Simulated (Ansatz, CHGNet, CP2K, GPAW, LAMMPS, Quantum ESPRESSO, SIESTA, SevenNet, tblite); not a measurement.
## SIESTA runs on liquid Si0.5Ge0.5 at 2500 K (104 atoms)

Wanted: SIESTA inputs and outputs for liquid Si0.5Ge0.5 at 2500 K (104 atoms), checked against a plane-wave reference.

Method: the method is named at each step, in SIESTA 5.4.2.

## Step 1: Set-up

The cell holds 104 atoms: 52 Si and 52 Ge. Its edges and angles: a = 13.176 Å, b = 13.176 Å, c = 13.176 Å, α = 90.0°, β = 90.0°, γ = 90.0°. 104 atoms (52 Si, 52 Ge) placed at random at 3.8 g/cm³, melted at 3500 K for 10 ps at fixed volume with the Tersoff potential (Tersoff, Phys. Rev. B 39, 5566 (1989)). Snapshot at the end of a hold of 5 ps at 2500 K and fixed volume.

The yardstick, on the same geometry:

- method: Kohn-Sham DFT, PBE, PAW, plane waves (Ansatz 0.2.0); cutoff 420 eV, Γ point, fermi-dirac smearing of 0.05 eV; PAW set soft_2
- r.m.s. force component: 0.9841 eV/Å
- longest force: 4.721 eV/Å
- pressure: 1.237 GPa
- SCF cycles: 10
- time: 30 s on 8 threads of Arm Neoverse V2, shared host
- CPU time: 3.8 min

## Step 2: PBE, DZP, shift 0.01 Ry, mesh 300 Ry

Method: Kohn-Sham DFT, PBE, PseudoDojo 0.4.1 norm-conserving pseudopotentials (converted to PSML), numerical atomic orbitals (DZP), diagonalisation.

The .psml files are PseudoDojo norm-conserving potentials that we converted to this format, checked against plane waves on the same files for H, C, O, Si, Ge and Ca alone.

input.fdf

```
SystemLabel cell
NumberOfAtoms 104
NumberOfSpecies 2
%block ChemicalSpeciesLabel
  1 14 Si
  2 32 Ge
%endblock ChemicalSpeciesLabel
LatticeConstant 1.0 Ang
%block LatticeVectors
  13.17580 0.00000 0.00000
  0.00000 13.17580 0.00000
  0.00000 0.00000 13.17580
%endblock LatticeVectors
PAO.BasisSize DZP
PAO.EnergyShift 0.01 Ry
XC.Functional GGA
XC.Authors PBE
MeshCutoff 300 Ry
%block kgrid_Monkhorst_Pack
  1 0 0 0.0
  0 1 0 0.0
  0 0 1 0.0
%endblock kgrid_Monkhorst_Pack
SolutionMethod diagon
OccupationFunction FD
ElectronicTemperature 580 K
SCF.Mixer.Method Pulay
SCF.Mixer.Weight 0.05
SCF.Mixer.History 8
SCF.Mix Hamiltonian
MaxSCFIterations 300
SCF.DM.Tolerance 1e-04
SCF.H.Tolerance 1.0e-3 eV
WriteForces T
Write.HirshfeldPop T
Write.VoronoiPop T
Write.DM F
Write.H F
XML.Write F
AtomicCoordinatesFormat Fractional
%block AtomicCoordinatesAndAtomicSpecies
  0.90958 0.57117 0.57154 1
  0.54172 0.76709 0.56193 1
  0.10321 0.43324 0.07243 1
  0.52760 0.64862 0.26415 1
  0.00922 0.50422 0.28174 1
  0.09613 0.28982 0.50063 1
  0.59841 0.90688 0.67490 1
  0.75531 0.60266 0.18820 1
  0.47940 0.75960 0.06355 1
  0.72915 0.38918 0.93593 1
  0.16513 0.25581 0.32975 1
  0.05702 0.72400 0.04917 1
  0.49289 0.27195 0.90028 1
  0.84051 0.94098 0.06248 1
  0.69726 0.55648 0.01045 1
  0.30780 0.07195 0.31872 1
  0.24076 0.70572 0.37566 1
  0.63440 0.01820 0.84312 1
  0.88114 0.46478 0.15474 1
  0.20223 0.05370 0.89588 1
  0.02563 0.02195 0.90566 1
  0.06601 0.93621 0.62695 1
  0.15602 0.13360 0.20209 1
  0.53274 0.48986 0.46940 1
  0.51544 0.31968 0.73507 1
  0.92810 0.80491 0.38183 1
  0.81386 0.77676 0.17296 1
  0.36912 0.26335 0.34562 1
  0.42186 0.04967 0.17663 1
  0.29026 0.51603 0.60105 1
  0.20708 0.36013 0.93198 1
  0.05856 0.64915 0.38930 1
  0.37346 0.38262 0.99376 1
  0.67888 0.53484 0.34926 1
  0.17449 0.15821 0.62451 1
  0.36662 0.54242 0.44496 1
  0.59689 0.14106 0.11707 1
  0.70779 0.82042 0.88355 1
  0.40881 0.54567 0.92628 1
  0.30181 0.68633 0.95578 1
  0.73467 0.85241 0.34680 1
  0.00628 0.07988 0.21744 1
  0.76758 0.11717 0.78660 1
  0.95070 0.89796 0.77946 1
  0.00771 0.90011 0.01595 1
  0.21699 0.98084 0.42348 1
  0.33038 0.44547 0.30126 1
  0.75512 0.24900 0.64423 1
  0.66195 0.00465 0.02359 1
  0.22663 0.89841 0.59435 1
  0.59231 0.12373 0.32103 1
  0.64200 0.64896 0.49721 1
  0.06030 0.92743 0.29023 2
  0.15915 0.73862 0.70098 2
  0.52599 0.58943 0.08084 2
  0.12039 0.64400 0.88374 2
[... 44 atom lines left out ...]
  0.10639 0.46025 0.82068 2
  0.35122 0.80330 0.82298 2
  0.98616 0.56569 0.00200 2
  0.84789 0.58846 0.73265 2
%endblock AtomicCoordinatesAndAtomicSpecies
```

Run with:

```sh
$ OMP_NUM_THREADS=1 mpirun -np 2 siesta < input.fdf > output.txt
```

Output:

```text
Version         : 5.4.2
reinit: System Name:
reinit: System Label: cell
initatom: Reading input for the pseudopotentials and atomic orbitals ----------
Species number:   1 Atomic number:   14 Label: Si
Species number:   2 Atomic number:   32 Label: Ge
Ground state valence configuration (from tables):   3s02  3p02  3d00  4f00
Ground state valence configuration (from tables):   4s02  4p02  4d00  4f00
---- Processing specs for species: Si
GGA--PBE XC_GGA_X_PBE--XC_GGA_C_PBE pb
---- Processing specs for species: Ge
GGA--PBE XC_GGA_X_PBE--XC_GGA_C_PBE pb
Semicore shell(s) with 10 electrons included in the valence for Ge
Semicore shell(s): 3d
Fallback to non-perturbative polarization scheme for Ge
Please see the manual if this is not desired in principle
Si pseudopotential only contains V_ls up to l=2 -- lmxkb reset.
Ge pseudopotential only contains V_ls up to l=2 -- lmxkb reset.
Using PAO.SplitTailNorm
%block ChemicalSpeciesLabel
    1   14 Si                      # Species index, atomic number, species label
    2   32 Ge                      # Species index, atomic number, species label
%endblock ChemicalSpeciesLabel
%block PAO.Basis                 # Define Basis set
Si                    2                    # Species label, number of l-shells
 n=3   0   2                         # n, l, Nzeta
   5.392      3.847
   1.000      1.000
 n=3   1   2 P   1                   # n, l, Nzeta, Polarization, NzetaPol
   6.844      4.952
   1.000      1.000
Ge                    4                    # Species label, number of l-shells
 n=4   0   2                         # n, l, Nzeta
   5.264      3.748
   1.000      1.000
 n=4   1   2                         # n, l, Nzeta
   6.996      5.083
   1.000      1.000
 n=3   2   1                         # n, l, Nzeta
   2.782
   1.000
 n=4   2   1                         # n, l, Nzeta
   6.996
   1.000
%endblock PAO.Basis
coor:   Atomic-coordinates input format  =     Fractional
siesta: System type = bulk
initatomlists: Number of atoms, orbitals, and projectors:    104  1612  1872
siesta: ******************** Simulation parameters ****************************
Total number of electrons:   936.000000
Total ionic charge:   936.000000
 Kpoints in:            1 . Kpoints trimmed:            1
siesta: k-grid: Number of k-points = 1
siesta: k-points from Monkhorst-Pack grid
siesta: k-cutoff (effective) =     6.588 Ang
siesta: k-point supercell and displacements
siesta: k-grid:     1     0     0      0.000
siesta: k-grid:     0     1     0      0.000
siesta: k-grid:     0     0     1      0.000
                     ====================================
                        Single-point calculation
                     ====================================
outcell: Unit cell vectors (Ang):
       13.175800    0.000000    0.000000
        0.000000   13.175800    0.000000
        0.000000    0.000000   13.175800
outcell: Cell vector modules (Ang)   :   13.175800   13.175800   13.175800
outcell: Cell angles (23,13,12) (deg):     90.0000     90.0000     90.0000
outcell: Cell volume (Ang**3)        :   2287.3414
Gamma-point calculation with multiply-connected orbital pairs
Gamma-point calculation with multiply-connected orbital pairs
Folding of H and S implicitly performed
Folding of H and S implicitly performed
new_DM -- step:     1
Initializing Density Matrix...
Attempting to read DM from file... Failed...
DM filled with atomic data:
InitMesh: MESH = 144 x 144 x 144 = 2985984
InitMesh: Mesh cutoff (required, used) =   300.000   330.121 Ry
stepf: Fermi-Dirac step function
        iscf     Eharris(eV)        E_KS(eV)     FreeEng(eV)     dDmax    Ef(eV) dHmax(eV)
   scf:    1  -132166.612892  -132239.062803  -132239.370205  1.365537 -3.969054  5.635303
   scf:    2  -132249.403945  -132245.086977  -132245.402944  0.024222 -3.980615  3.984265
   scf:    3  -132250.891749  -132248.458031  -132248.780853  0.017263 -3.990596  2.855359
   scf:    4  -132251.519806  -132250.371432  -132250.698065  0.017057 -4.005562  1.773149
   scf:    5  -132251.399543  -132251.017674  -132251.348828  0.025750 -4.027589  1.150851
   scf:    6  -132251.243447  -132251.146514  -132251.479256  0.015311 -4.041306  0.856529
[...]
scf:   18  -132251.371755  -132251.371752  -132251.709077  0.000194 -4.088987  0.003929
   scf:   19  -132251.371743  -132251.371748  -132251.709080  0.000069 -4.088971  0.002560
   scf:   20  -132251.371732  -132251.371740  -132251.709082  0.000081 -4.088962  0.000806
SCF Convergence by DM+H criterion
max |DM_out - DM_in|         :     0.0000809362
max |H_out - H_in|      (eV) :     0.0008061363
SCF cycle converged after 20 iterations
Using DM_out to compute the final energy and forces
siesta: E_KS(eV) =          -132251.3717
siesta: E_KS - E_eggbox =   -132251.3717
siesta: Atomic forces (eV/Ang):
     1    0.445113   -2.074234   -1.282512
     2   -1.471864    1.093843    0.807115
     3    0.271140   -1.074383   -0.318404
     4    0.047484   -1.407023    0.740746
     5   -1.681938    0.771434    1.205782
     6    0.527430   -0.618016    0.291288
[...]
102   -1.834672    1.626846   -0.064979
   103   -1.192322   -2.515802    0.742267
   104    0.749600   -0.957355    2.040738
----------------------------------------
   Tot    0.003598   -0.009402   -0.002075
----------------------------------------
   Max    4.363734
   Res    1.090170    sqrt( Sum f_i^2 / 3N )
----------------------------------------
   Max    4.363734    constrained
Stress tensor Voigt[x,y,z,yz,xz,xy] (kbar):      -24.34      -25.63      -25.50       11.97        0.68        0.75
(Free)E + p*V (eV/cell)  -132215.7969
Target enthalpy (eV/cell)  -132251.7091
siesta: Program's energy decomposition (eV):
siesta: Ebs     =    -18715.160832
siesta: Eions   =    136499.626173
siesta: Ena     =      5698.359547
siesta: Ekin    =     97139.435443
siesta: Enl     =    -65920.237485
siesta: DEna    =       355.484529
siesta: DUscf   =        12.488840
siesta: Ex      =    -31139.526718
siesta: Ec      =     -1897.749723
siesta: Exc     =    -33037.276441
siesta: Eharris =   -132251.371732
siesta: Etot    =   -132251.371740
siesta: FreeEng =   -132251.709082
siesta: Final energy (eV):
siesta:  Band Struct. =  -18715.160832
siesta:       Kinetic =   97139.435443
siesta:       Hartree =   52800.546951
siesta:         Exch. =  -31139.526718
siesta:         Corr. =   -1897.749723
siesta:   Exch.-corr. =  -33037.276441
siesta:  Ion-electron = -198610.060695
siesta:       Ion-ion =  -50544.016999
siesta:         Total = -132251.371740
siesta:         Fermi =      -4.088962
siesta: Stress tensor (static) (eV/Ang**3):
siesta:    -0.015192    0.000467    0.000425
siesta:     0.000468   -0.015994    0.007471
siesta:     0.000425    0.007471   -0.015915
siesta: Cell volume =       2287.341353 Ang**3
siesta: Pressure (static):
siesta:                Solid            Molecule  Units
siesta:           0.00017100          0.00020499  Ry/Bohr**3
siesta:           0.01570041          0.01882104  eV/Ang**3
siesta:          25.15483717         30.15463419  kBar
    Orbital volume contribution        =          81.092220 eV
    (Free)E + p_basis*V_orbitals       =     -132170.616862 eV
    (Free)Eharris+ p_basis*V_orbitals  =     -132170.616854 eV
Hirshfeld Atomic Populations:
Atom #   charge [q] valence [e]  Species
     1    -0.068493    4.068493  Si
     2    -0.012535    4.012535  Si
     3    -0.005234    4.005234  Si
     4    -0.000953    4.000953  Si
     5    -0.034096    4.034096  Si
     6     0.023874    3.976126  Si
[...]
53     0.042403   13.957597  Ge
    54     0.071468   13.928532  Ge
    55     0.030210   13.969790  Ge
    56     0.015678   13.984322  Ge
    57     0.025272   13.974728  Ge
    58     0.038256   13.961744  Ge
[...]
--------------------
 Total     0.000047
Voronoi Atomic Populations:
Atom #   charge [q] valence [e]  Species
[...]
50    -0.061872    4.061872  Si
    51    -0.018139    4.018139  Si
    52    -0.052632    4.052632  Si
[...]
102    -0.003917   14.003917  Ge
   103     0.003113   13.996887  Ge
   104    -0.000474   14.000474  Ge
--------------------
 Total     0.000048
```

It took 5.2 min on 2 MPI ranks of Arm Neoverse V2, shared host; peak memory 2.4 GiB.

Banners, paths, timers and routine set-up lines are dropped from the logs unmarked, and long logs keep their key lines alone; longer cuts are marked.

Compared with the plane-wave run:

| Quantity | Value |
| --- | --- |
| r.m.s. force component | 1.09 eV/Å |
| r.m.s. difference of force components | 162.1 meV/Å |
| longest difference of force vectors | 599.7 meV/Å |
| force difference over r.m.s. force | 16.47 % |
| slope of forces against the reference's | 1.1 |
| correlation of force components | 0.993 |
| pressure | 2.515 GPa |
| pressure difference | 1.279 GPa |

Length of the force difference by element (eV/Å):

| element | atoms | mean | most |
| --- | --- | --- | --- |
| Ge | 52 | 0.33 | 0.60 |
| Si | 52 | 0.17 | 0.31 |

The surroundings of Ge56, which has 6 bonded neighbours where the commonest count for Ge is 4, nearest first, numbered as they follow in the input and with coordinates relative to it.

| atom | x | y | z | distance (Å) | bonds | Hirshfeld charge (e) | Fx | Fy | Fz (eV/Å) |
| --- | --- | --- | --- | --- | --- | --- | --- | --- | --- |
| Ge56 | 0.00 | 0.00 | 0.00 | 0.00 | 6 | 0.02 | 1.42 | 0.79 | -1.15 |
| Si12 | -0.83 | 1.05 | 2.18 | 2.56 | 5 | -0.03 | 0.56 | 1.68 | 0.40 |
| Ge101 | -0.18 | -2.42 | -0.83 | 2.57 | 4 | 0.02 | 0.65 | -0.21 | -1.39 |
| Ge103 | -1.77 | -1.03 | 1.56 | 2.57 | 6 | 0.01 | -1.19 | -2.52 | 0.74 |
| Si40 | 2.39 | 0.56 | 0.95 | 2.63 | 5 | -0.04 | -1.03 | -0.08 | 0.34 |
| Ge83 | -2.30 | 1.15 | -0.68 | 2.66 | 4 | 0.03 | -0.45 | -0.82 | 0.05 |
| Ge54 | 0.51 | 1.25 | -2.41 | 2.76 | 4 | 0.07 | -0.42 | 0.16 | -0.20 |
| Si3 | -0.23 | -2.78 | 2.49 | 3.73 | 4 | -0.01 | 0.27 | -1.07 | -0.32 |
| Ge102 | 3.04 | 2.10 | -0.80 | 3.78 | 4 | 0.00 | -1.83 | 1.63 | -0.06 |

Forces lie 16 % from the reference's, at 2.7 times its CPU time (on 2 against 8 cores).

## Step 3: PBE, SZ, shift 0.01 Ry, mesh 300 Ry

Method: Kohn-Sham DFT, PBE, PseudoDojo 0.4.1 norm-conserving pseudopotentials (converted to PSML), numerical atomic orbitals (SZ), diagonalisation.

Changes to input.fdf since step 2:

```diff
@@ -13,3 +13,3 @@
 %endblock LatticeVectors
-PAO.BasisSize DZP
+PAO.BasisSize SZ
 PAO.EnergyShift 0.01 Ry
```

Run with:

```sh
$ OMP_NUM_THREADS=1 siesta < input.fdf > output.txt
```

Output:

```text
Version         : 5.4.2
reinit: System Name:
reinit: System Label: cell
initatom: Reading input for the pseudopotentials and atomic orbitals ----------
Species number:   1 Atomic number:   14 Label: Si
Species number:   2 Atomic number:   32 Label: Ge
Ground state valence configuration (from tables):   3s02  3p02  3d00  4f00
Ground state valence configuration (from tables):   4s02  4p02  4d00  4f00
---- Processing specs for species: Si
GGA--PBE XC_GGA_X_PBE--XC_GGA_C_PBE pb
---- Processing specs for species: Ge
GGA--PBE XC_GGA_X_PBE--XC_GGA_C_PBE pb
[... lines left out ...]
stepf: Fermi-Dirac step function
        iscf     Eharris(eV)        E_KS(eV)     FreeEng(eV)     dDmax    Ef(eV) dHmax(eV)
[... lines left out ...]
SCF Convergence by DM+H criterion
[... lines left out ...]
SCF cycle converged after 19 iterations
[... lines left out ...]
   Max    5.886875
[... lines left out ...]
   Max    5.886875    constrained
Stress tensor Voigt[x,y,z,yz,xz,xy] (kbar):     -114.16     -110.51     -112.39       13.50        0.41        5.01
[... lines left out ...]
siesta: FreeEng =   -132155.118908
[... lines left out ...]
siesta:       Ion-ion =  -50544.016999
siesta:         Total = -132154.792930
siesta:         Fermi =      -3.787641
siesta: Stress tensor (static) (eV/Ang**3):
siesta:    -0.071251    0.003125    0.000255
siesta:     0.003125   -0.068976    0.008427
siesta:     0.000255    0.008427   -0.070146
siesta: Cell volume =       2287.341353 Ang**3
siesta: Pressure (static):
siesta:                Solid            Molecule  Units
siesta:           0.00076375          0.00087641  Ry/Bohr**3
siesta:           0.07012428          0.08046837  eV/Ang**3
siesta:         112.35148120        128.92453846  kBar
    Orbital volume contribution        =          39.778374 eV
    (Free)E + p_basis*V_orbitals       =     -132115.340534 eV
    (Free)Eharris+ p_basis*V_orbitals  =     -132115.340547 eV
Hirshfeld Atomic Populations:
Atom #   charge [q] valence [e]  Species
     1    -0.055374    4.055374  Si
     2    -0.025657    4.025657  Si
     3    -0.014201    4.014201  Si
[...]
53     0.036783   13.963217  Ge
    54     0.064428   13.935572  Ge
    55     0.015497   13.984503  Ge
[...]
--------------------
 Total    -0.000023
Voronoi Atomic Populations:
Atom #   charge [q] valence [e]  Species
[...]
51    -0.034987    4.034987  Si
    52    -0.039668    4.039668  Si
[...]
103    -0.002005   14.002005  Ge
   104     0.006800   13.993200  Ge
--------------------
 Total    -0.000022
```

It took 2.3 min on 1 thread; peak memory 1 GiB.

Against the reference:

| Item | Value |
| --- | --- |
| r.m.s. force component | 1.624 eV/Å |
| r.m.s. difference of force components | 721.3 meV/Å |
| longest difference of force vectors | 2560 meV/Å |
| force difference over r.m.s. force | 73.3 % |
| slope of forces against the reference's | 1.593 |
| correlation of force components | 0.9654 |
| pressure | 11.24 GPa |
| pressure difference | 9.998 GPa |

This is a coarse setting, run to see what it loses.

Against the first run (16 %), the force difference from the reference is 73 %, at 0.22 times the CPU time (on 1 against 2 cores), with 676 basis functions against 1612: the smaller basis costs accuracy.

(Part 1 of 2 ends here.)

[Also dropped from logs without a mark: logging warnings of Python, and SIESTA's first energy breakdown and zero terms.]

[Logs are printed without paths, hosts, clocks, repeated set-up lines and the standing remarks that a program may print on its own settings, such as how far it seeks lower states.]

[Hosts, paths, dates, database ids (printed as entryN), source tags and the programs' standing remarks are cut or masked in the printed files.]
